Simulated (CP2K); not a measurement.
Two runs for the C K edge of 2-methylpyridine. Run A: CP2K XAS_TDP, all-electron GAPW, PBEh(45%), aug-cc-pVDZ, TDA, no relativity. Run B has a fault in its input.

First lines with a strength over 0.0015. A:

```
                     atom  energy (eV)  states  strength, one atom
 C1 (bonded to C and 3 H)       283.57       1              0.0027
                                283.76       1              0.0067
                                284.69       1              0.0132
                                284.78       1              0.0164
                                284.93       1              0.0049
 C2 (bonded to 2 C and N)       281.94       1              0.0594
                                287.00       1              0.0038
                                287.69       1              0.0029
                                288.02       1              0.0041
                                288.53       2              0.0092
 C3 (bonded to 2 C and H)       281.37       1              0.0478
                                284.23       1              0.0108
                                285.33       1              0.0042
                                285.65       1              0.0031
                                285.87       1              0.0023
 C4 (bonded to 2 C and H)       281.20       1              0.0551
                                284.51       1              0.0115
                                285.73       1              0.0026
                                286.15       1              0.0029
                                286.56       1              0.0023
 C5 (bonded to 2 C and H)       281.50       1              0.0502
                                284.20       1              0.0109
                                285.23       1              0.0018
                                285.89       1              0.0023
                                285.99       1              0.0026
C6 (bonded to C, N and H)       281.67       1              0.0561
                                285.14       1              0.0107
                                285.97       1              0.0028
                                286.63       1              0.0030
                                287.59       1              0.0025
```

B:

```
                     atom  energy (eV)  states  strength, one atom
 C1 (bonded to C and 3 H)       284.39       1              0.0307
                                284.65       1              0.0341
                                284.79       1              0.0443
                                285.99       1              0.0059
                                287.28       1              0.0099
 C2 (bonded to 2 C and N)       280.71       1              0.0560
                                287.03       1              0.0132
                                287.62       1              0.0047
                                287.80       1              0.0111
                                288.28       1              0.0101
 C3 (bonded to 2 C and H)       280.05       1              0.0472
                                284.67       1              0.0279
                                286.68       1              0.0071
                                287.17       1              0.0045
                                287.54       1              0.0083
 C4 (bonded to 2 C and H)       279.95       1              0.0526
                                284.85       1              0.0263
                                286.98       1              0.0070
                                287.65       1              0.0016
                                288.43       1              0.0225
 C5 (bonded to 2 C and H)       280.14       1              0.0485
                                284.65       1              0.0263
                                286.56       1              0.0083
                                287.24       1              0.0040
                                287.84       1              0.0149
C6 (bonded to C, N and H)       280.40       1              0.0531
                                285.71       1              0.0296
                                287.19       1              0.0071
                                287.54       1              0.0074
                                288.57       1              0.0081
```

**Question.** What went wrong in run B?

The basis is far too small (basis from aug-cc-pVDZ to 3-21G*). Against PBEh(45%) in aug-cc-pVDZ, the leading lines move by -1.23 eV (C2, to 280.71), -1.32 eV (C3, to 280.05), -1.25 eV (C4, to 279.95), -1.36 eV (C5, to 280.14) and -1.27 eV (C6, to 280.40); the strength of C2's goes from 0.0594 to 0.0560. For C1 the rule picks another line of the list in the two runs, so no shift is given. The next line of C2 over the strength cut lies 6.32 eV higher, against 5.06. Another fault could leave a like mark.

[Banner, clock and machine lines of the logs are left out without a mark of their own.]

[Logs are printed without paths, hosts, clocks, repeated set-up lines and the standing remarks that a program may print on its own settings, such as how far it seeks lower states.]

[Hosts, paths, dates, database ids (printed as entryN), source tags and the programs' standing remarks are cut or masked in the printed files.]
